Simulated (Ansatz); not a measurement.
# (KCl)2(NaI)1 [001] superlattice, started as rocksalt type: from the cell to its phonons, part 3 of 3

How does (KCl)2(NaI)1 [001] superlattice, started as rocksalt type vibrate, and is this structure a minimum?

Ansatz 0.2.0; DFT PBE, scalar-relativistic, plane waves, PAW.

So far. Step 3 (Tight relaxation): The largest force component left is 0.10 meV/Å and the pressure is 0.000 GPa, within the tolerances set. The cell now holds 33.60 Å³/atom. The relaxed cell has a = 4.526, c = 19.676 Å (conventional setting).

The structure was built from a prototype and need not be the compound's stable phase.

### Step 4. Zone-centre response

The zone centre is the only wavevector solved here; it holds the modes that light can see, as far as symmetry allows. The response to a homogeneous field gives the Born charges and the dielectric tensor, and its change with displacement the Raman tensors.

The input, input.yaml:

```yaml
crystal:
  lattice:
    - [3.2007007327, 3.2007007327, 0.0]
    - [-3.2007007327, 3.2007007327, 0.0]
    - [3.2007007327, 0.0, 9.8380085086]
  atoms:
    - { symbol: Cl, position: [0.5024928553, 0.4975071447, -0.0049857106] }
    - { symbol: Cl, position: [0.830840478, 0.169159522, 0.3383190439] }
    - { symbol: I, position: [0.1666666667, 0.8333333333, 0.6666666667] }
    - { symbol: K, position: [-0.0075028515, 0.0075028515, 0.015005703] }
    - { symbol: K, position: [0.3408361848, 0.6591638152, 0.3183276304] }
    - { symbol: Na, position: [0.6666666667, 0.3333333333, 0.6666666667] }
kpoints:
  mp_grid: { grid: [4, 4, 4] }
hamiltonian:
  xc: pbe
scf:
  occupations: { method: fixed }
output:
  eigenvalues: true
phonons:
  method: dfpt
  dielectric: true
  rigid_motions: translations
  raman: true
```

Launch:

```bash
$ ansatz run input.yaml --threads 8 --pin off --max-ram 14336MiB --backend cpu --events-out ev --progress --plain --runs-dir out
```

Numbers of over 12 decimals in the logs are rounded to 6 here.

Output:

```text
Warning: crystal.symmetry: narrowed to the stabiliser of the run's FFT grids — unitary ops 16 → 4. A phonons.method: dfpt run fills in the rows of the dynamical matrix that it does not solve by its symmetry operations, which is exact only for operations that map its FFT grids onto themselves: filled in by any other, the frequencies could depend on the order in which like atoms are typed, or, by more than the grids' own error, on where the crystal sits among the grids' points. Excluded: 12 operations. The run can therefore solve more perturbations, solve them on more k-points, or both, and cost more. [rest of the remark cut]
[...]
Crystal: 6 atoms, lattice volume = 201.571 Å³
Basis set: ecut = 420 eV, 3945 PW (Γ), exchange–correlation on 72×72×144 points (8 copies of the dense FFT grid, shifted against one another)
Bands: 35, of which v1, the nominal top of the filled ones, is band 29 counted from 1 (28 counted from 0)
Symmetry: 16 space group operations
k-points: 36 of 64 (irreducible under 1 space group operation, time reversal used)
[...]
SCF iter   1: F=—  HF=-14244.220406 eV  |F-HF|=—  |Δ(HF+E_count)|=         —  Δρ=4.23e-4  dr2=1.88e-3  ethr=1.77e-3  ⟨swp⟩=5.9  Hψ=4599  notcnv=0  defer=136
[...]
SCF iter   9: F=-14244.217151 eV  HF=-14244.217151 eV  |F-HF|=1.82e-12  |Δ(HF+E_count)|=  8.73e-11  Δρ=9.19e-8  dr2=1.47e-11  ethr=1.00e-12  ⟨swp⟩=17.4  Hψ=9755  notcnv=0
SCF 1 converged in 9 iterations: F = -14244.217151 eV  dr2 = 1.47e-11
[...]
NSCF: frozen V_eff on 3 k-points
DFPT response loops at Γ: preconditioner auto → Resta (q_TF=auto, 2.217 Å⁻¹)  ε∞=3.8 (no band partly filled); β = 1.00, the filter's whole step (`scf.mixing.beta` (0.50) is not read by the response loops at its default; to damp them type it under 1.00, their step now; it binds the ground state too); Broyden in place of MSR1
── the response to a field inside a basis, on 8×8×4 k-points: an SCF that follows is theirs, and a resumed run solves both again ──
Bands: 30, of which v1, the nominal top of the filled ones, is band 29 counted from 1 (28 counted from 0)
k-points: 72 of 256 (irreducible under 4 space group operations)
[...]
Eigensolver: Dense (72 Hₖ)
SCF iter   1: F=—  HF=-14244.174880 eV  |F-HF|=—  |Δ(HF+E_count)|=         —  Δρ=1.86e-4  dr2=2.41e-5  ethr=1.00e-1
[...]
SCF iter   6: F=-14244.174899 eV  HF=-14244.174899 eV  |F-HF|=1.64e-11  |Δ(HF+E_count)|=  8.57e-10  Δρ=1.42e-7  dr2=3.38e-11  ethr=1.00e-12
SCF 1 converged in 6 iterations: F = -14244.174899 eV  dr2 = 3.38e-11
[...]
WARN: field response: ε∞ stands inside a basis, on 8×8×4 points; the force constants stand on the 4×4×4 k-mesh, whose period is 12.10 times the interband length at k = (0.0000, 0.0000, 0.0000), direct gap 4.134 eV, under 14: take them and everything formed from them as unconverged, and compare with a denser kpoints.mp_grid
SCF converged after 9 iterations
Free energy (F): -14244.217151 eV
[...]
Internal energy: -14244.217151 eV  (E = F + TS)
E sigma→0 (E₀):  -14244.217151 eV
Fermi energy:    1.671061 eV
[...]
--- Band table (eV; the first three rows and the last of 36) ---
  k-point 0: bands = [... 25 lower, 0.8731, 1.3722, 1.5931, 1.5931, 5.7273, 7.2835, 7.7584, 7.9685, ... 2 higher]
  k-point 1: bands = [... 25 lower, 0.8903, 1.2405, 1.5884, 1.5884, 5.9321, 7.0496, 7.6100, 8.2543, ... 2 higher]
  k-point 2: bands = [... 25 lower, 0.9028, 1.0687, 1.5836, 1.5836, 6.2545, 6.7174, 7.5359, 8.1920, ... 2 higher]
  k-point 35: bands = [... 25 lower, 0.6221, 0.7414, 0.8455, 1.3331, 6.8514, 7.4824, 8.0853, 8.3097, ... 2 higher]
--- Phonons (Γ-DFPT): 12 representative perturbations + reference, on 36 of 64 k-points (Σ response iterations 46) ---
  ASR residual: 5.835e-4 → 0.000e0 eV/Å²; symmetrization residual: 4.996e-6 eV/Å²
  The last average, over the group as it would stand without the narrowing to the FFT grids, took up to 1.147e-6 eV/Å² of the zone centre's force constants
  ASR residual per site (eV/Å²): 1.96e-4 1.96e-4 1.50e-4 9.22e-5 9.22e-5 5.84e-4
  Γ frequencies (cm⁻¹): -49.50 0.00 0.00 0.00 36.41 36.41 51.83 51.83 93.61 111.09 121.11 121.11 123.42 123.42 128.29 128.29 134.35 135.46
  ε∞ (high-frequency dielectric tensor):
        2.608578     0.000000     0.000000
        0.000000     2.608578     0.000000
        0.000000     0.000000     2.543187
  softest optical mode at Γ: -49.50 cm⁻¹; the repairs (sum rule, projections) moved no ω² at Γ by more than (2.87 cm⁻¹)²
  Born effective charges Z* (e; rows j = field, columns β = displacement):
    site 0:
        -1.16516    0.00000    0.00000
         0.00000   -1.16516   -0.00000
         0.00000   -0.00000   -1.25468
    site 1:
        -1.16516    0.00000   -0.00000
        -0.00000   -1.16516   -0.00000
        -0.00000   -0.00000   -1.25468
    site 2:
        -1.15975   -0.00000    0.00000
         0.00000   -1.15975   -0.00000
        -0.00000   -0.00000   -0.84175
    site 3:
         1.11603   -0.00000    0.00000
        -0.00000    1.11603    0.00000
         0.00000    0.00000    1.19355
    site 4:
         1.11603   -0.00000   -0.00000
        -0.00000    1.11603    0.00000
        -0.00000    0.00000    1.19355
    site 5:
         1.25801   -0.00000   -0.00000
        -0.00000    1.25801    0.00000
         0.00000    0.00000    0.96401
  Z* charge neutrality: 7.525e-3 e pre-enforcement
  solved inside a basis spanned on kpoints, on 8×8×4 k-points: ε∞ is read to err by 8.1e-3, Z* by 2.0e-2 e (field_mesh: kpoints solves on kpoints); Z* is corrected for what the basis lacks
  Raman tensors (in the event stream and the table raman_tensors.tsv): an entry may err by 4.0e-2 Å², one of the second-order susceptibility by 3.2e-19 pm/V (basis, points and sum rule); their sum over the sites missed zero by 1.110e-16 Å² ahead of its enforcement
  optical modes at Γ without the LO–TO term, one row a degenerate level:
      ω (cm⁻¹)  modes    IR ((D/Å)²/amu)  static Raman (Å⁴/amu)  depolarisation
        -49.50      1             2.2924                 0.0000               —
         36.41      2             0.0584                 0.0000               —
         51.83      2             0.0000                 0.0373           0.750
         93.61      1             0.0374                 0.0000               —
        111.09      1             0.0000                 0.0360           0.141
        121.11      2             4.8558                 0.0000               —
        123.42      2             0.0000                 0.1045           0.750
        128.29      2             5.2251                 0.0000               —
        134.35      1             0.0000                 0.4995           0.009
        135.46      1             2.4618                 0.0000               —
  optical modes at Γ + LO–TO along q̂ = [1.0000, 0.0000, 0.0000]:
      ω (cm⁻¹)  modes    IR ((D/Å)²/amu)  static Raman (Å⁴/amu)  depolarisation
        -49.50      1             2.2924                 0.0000               —
         36.41      1             0.0292                 0.0000               —
         37.07      1             0.0049                 0.0000               —
         51.83      2             0.0000                 0.0373           0.750
         93.61      1             0.0374                 0.0000               —
        111.09      1             0.0000                 0.0360           0.141
        121.11      1             2.4279                 0.0000               —
        123.42      2             0.0000                 0.1045           0.750
        124.46      1             0.0095                 0.0000               —
        128.29      1             2.6125                 0.0000               —
        134.35      1             0.0000                 0.4995           0.009
        135.46      1             2.4618                 0.0000               —
        190.13      1             5.0552                 0.0000               —
  optical modes at Γ + LO–TO along q̂ = [0.0000, 1.0000, 0.0000]:
      ω (cm⁻¹)  modes    IR ((D/Å)²/amu)  static Raman (Å⁴/amu)  depolarisation
        -49.50      1             2.2924                 0.0000               —
         36.41      1             0.0292                 0.0000               —
         37.07      1             0.0049                 0.0000               —
         51.83      2             0.0000                 0.0373           0.750
         93.61      1             0.0374                 0.0000               —
        111.09      1             0.0000                 0.0360           0.141
        121.11      1             2.4279                 0.0000               —
        123.42      2             0.0000                 0.1045           0.750
        124.46      1             0.0095                 0.0000               —
        128.29      1             2.6125                 0.0000               —
        134.35      1             0.0000                 0.4995           0.009
        135.46      1             2.4618                 0.0000               —
        190.13      1             5.0552                 0.0000               —
  optical modes at Γ + LO–TO along q̂ = [0.0000, 0.0000, 1.0000]:
      ω (cm⁻¹)  modes    IR ((D/Å)²/amu)  static Raman (Å⁴/amu)  depolarisation
         36.41      2             0.0584                 0.0000               —
         51.83      2             0.0000                 0.0373           0.750
         56.16      1             0.6810                 0.0000               —
         94.27      1             0.0238                 0.0000               —
        111.09      1             0.0000                 0.0360           0.141
        121.11      2             4.8558                 0.0000               —
        123.42      2             0.0000                 0.1045           0.750
        128.29      2             5.2251                 0.0000               —
        134.35      1             0.0000                 0.4995           0.009
        180.43      1             4.0869                 0.0000               —
```

Elapsed: 3.7 min, on 8 threads of Intel Xeon Platinum 8488C (Sapphire Rapids), shared host; peak memory 3.6 GiB.

Numbers from this step:

| Quantity | Value |
| --- | --- |
| sum-rule residual before enforcement | 5.84e-4 eV/Å² |
| miss of the charge sum rule | 0.007525 e |
| estimated error of the dielectric tensor | 0.008088 |
| estimated error of the Born charges | 0.01970 e |
| point group | 4/mmm |
| highest optical mode at the zone centre (no LO-TO term) | 135.5 cm⁻¹ |
| lowest optical zone-centre mode | -49.5 cm⁻¹ |
| mean high-frequency dielectric constant | 2.587 |
| largest Born charge (third of the trace) | -1.195 e |
| top of the zone-centre spectrum with the field | 190.1 cm⁻¹ |

Without the LO-TO term. Patterns of degenerate modes are one choice out of their space. The modes at Γ (shares of kinetic energy by element, %) (negative means imaginary):

```
mode  frequency (cm⁻¹)  symmetry  Cl %  I %  K %  Na %
   1             -49.5       A2u    23    0    0    77
   2               0.0  acoustic    24   42   26     8
   3               0.0  acoustic    24   42   26     8
   4               0.0  acoustic    24   42   26     8
   5              36.4        Eu    19   45   31     4
   6              36.4        Eu    19   45   31     4
   7              51.8        Eg    43    0   57     0
   8              51.8        Eg    43    0   57     0
   9              93.6       A2u    27   56    9     8
  10             111.1       A1g    87    0   13     0
  11             121.1        Eu    55    1   42     2
  12             121.1        Eu    55    1   42     2
  13             123.4        Eg    57    0   43     0
  14             123.4        Eg    57    0   43     0
  15             128.3        Eu     2   11    0    86
  16             128.3        Eu     2   11    0    86
  17             134.3       A1g    13    0   87     0
  18             135.5       A2u    27    2   65     7
```

Displacements in mode 1 (-49.5 cm⁻¹), the largest set to 1:
```
Cl1  0.00  0.00 -0.31
Cl2  0.00  0.00 -0.31
I3   0.00  0.00  0.00
K4   0.00  0.00 -0.01
K5   0.00  0.00 -0.01
Na6  0.00  0.00  1.00
```

Displacements in mode 12 (121.1 cm⁻¹), the largest set to 1:
```
Cl1  1.00 -0.03  0.00
Cl2  1.00 -0.03  0.00
I3  -0.10  0.00  0.00
K4  -0.83  0.02  0.00
K5  -0.83  0.02  0.00
Na6  0.31 -0.01  0.00
```

Optical modes at the zone centre, without and with the macroscopic field of the longitudinal modes; each column is sorted by frequency, so a row need not hold one and the same mode. Modes with and without the field, by row:

```
rank among optical modes  no field (cm⁻¹)  q along (1, 0, 0) (cm⁻¹)  q along (0, 0, 1) (cm⁻¹)
                       1            -49.5                     -49.5                      36.4
                       2             36.4                      36.4                      36.4
                       3             36.4                      37.1                      51.8
                       4             51.8                      51.8                      51.8
                       5             51.8                      51.8                      56.2
                       6             93.6                      93.6                      94.3
                       7            111.1                     111.1                     111.1
                       8            121.1                     121.1                     121.1
                       9            121.1                     123.4                     121.1
                      10            123.4                     123.4                     123.4
                      11            123.4                     124.5                     123.4
                      12            128.3                     128.3                     128.3
                      13            128.3                     134.3                     128.3
                      14            134.3                     135.5                     134.3
                      15            135.5                     190.1                     180.4
```

Born charge (rows field, columns displacement) (e), principal values of the symmetric part by kind of site:

```
atom  atoms with these values    low  middle   high   mean
 Cl1                        2  -1.25   -1.17  -1.17  -1.20
  I3                        1  -1.16   -1.16  -0.84  -1.05
  K4                        2   1.12    1.12   1.19   1.14
 Na6                        1   0.96    1.26   1.26   1.16
```

In full for Na6:

```
1.26 0.00 0.00
0.00 1.26 0.00
0.00 0.00 0.96
```

High-frequency dielectric tensor:

```
2.61 0.00 0.00
0.00 2.61 0.00
0.00 0.00 2.54
```

Transverse modes; imaginary modes are left out. Lines of the infrared spectrum (strongest = 100):

```
position (cm⁻¹)  relative intensity
             36                 1.1
             52                 0.0
             94                 0.7
            111                 0.0
            121                  93
            123                 0.0
            128                 100
            134                 0.0
            136                  47
```

Activity x (w_L - w)^4 (n + 1)/w, 532 nm, 300 K; imaginary modes are left out; modes without the macroscopic field alone. Raman lines, with heights relative to the strongest:

```
position (cm⁻¹)  relative intensity
             36                 0.0
             52                  43
             94                 0.0
            111                  10
            121                 0.0
            123                  24
            128                 0.0
            134                 100
            136                 0.0
```

Before it was imposed, the acoustic sum rule was missed by 5.8e-4 eV/Å² and the charge sum rule by 0.0075 e. Small misses are needed for a sound result but don't prove that mesh and cutoff are converged. The lowest optical mode is imaginary, 49.5i cm⁻¹, so the energy falls along it.

The log warns of the k mesh: “the force constants stand on the 4×4×4 k-mesh, whose period is 12.10 times the interband length at k = (0.0000, 0.0000, 0.0000), direct gap 4.134 eV, under 14: take them and everything formed from them as unconverged”.

### Step 5. Isotope substitution, element Cl, natural mass 35.45 amu

An isotope changes the mass and not the force constants, so no new electronic calculation is needed; the shifts show which modes move this element.

The same force constants with the mass of Cl changed from 35.450 to 36.966 u (phonopy, no LO-TO term). Both lists are sorted by frequency; levels can cross, so a row need not hold one and the same mode. Modes under 3 cm⁻¹ are left out. Isotope shifts, by row:

```
    q  rank  natural mass (cm⁻¹)  changed mass (cm⁻¹)
0 0 0     1                -49.5               -49.27
0 0 0     5                36.41                36.26
0 0 0     6                36.41                36.26
0 0 0     7                51.83                51.36
0 0 0     8                51.83                51.36
0 0 0     9                93.61                93.08
0 0 0    10                111.1                  109
0 0 0    11                121.1                119.7
0 0 0    12                121.1                119.7
0 0 0    13                123.4                  122
0 0 0    14                123.4                  122
0 0 0    15                128.3                128.2
0 0 0    16                128.3                128.2
0 0 0    17                134.3                  134
0 0 0    18                135.5                134.7
```

A mode of this element alone would shift by -2.07 %. The highest zone-centre frequency without the field goes from 135.5 to 134.7 cm⁻¹ (-0.5 %).

### Step 6. Another isotope, element K, natural mass 39.0983 amu

The same for K, from 39.10 to 40.96 u.

A mode of this element alone would shift by -2.30 %. The highest zone-centre frequency without the field goes from 135.5 to 133.5 cm⁻¹ (-1.5 %).

### Step 7. What came out

```json
{
 "space group after relaxation (within 0.01 Å)": "I4/mmm",
 "volume per atom": "33.6 Å³",
 "gap on the k-mesh": "4.06 eV",
 "highest optical mode at the zone centre (no LO-TO term)": "135 cm⁻¹",
 "top of the zone-centre spectrum with the field": "190 cm⁻¹",
 "lowest optical zone-centre mode": "-49.5 cm⁻¹",
 "mean high-frequency dielectric constant": "2.59",
 "largest Born charge (third of the trace)": "-1.20 e",
 "imaginary modes at Γ (the only wavevector solved)": "yes"
}
```

What this shows: A zone-centre mode is imaginary (49.5i cm⁻¹), so this structure is not a minimum of the energy. Without the field, the optical modes at Γ span -50 to 135 cm⁻¹ (negative means imaginary). The dispersion is not part of this account. The highest mode in this list at Γ, 135.5 cm⁻¹, has its largest share on K (65 % of the kinetic energy). With the macroscopic field of the longitudinal modes the top of the zone-centre spectrum lies at 190 cm⁻¹, against 135 cm⁻¹ without it. Among the real modes, the strongest infrared line is at 128 cm⁻¹. Averaged over orientations, the strongest Raman line at 532 nm and 300 K is at 134 cm⁻¹. With the field response the log warns that the k mesh is coarse for the force constants too, so the frequencies may not be converged. Spin-orbit coupling is left out, which can matter for the heavy elements here. The starting cell was built on a prototype and not taken from a measurement, so the phase need not exist. These are harmonic frequencies at zero temperature: anharmonic shifts, linewidths and thermal expansion are left out.

[Logs are printed without paths, hosts, clocks, repeated set-up lines and the standing remarks that a program may print on its own settings, such as how far it seeks lower states.]

[Hosts, paths, dates, database ids (printed as entryN), source tags and the programs' standing remarks are cut or masked in the printed files.]
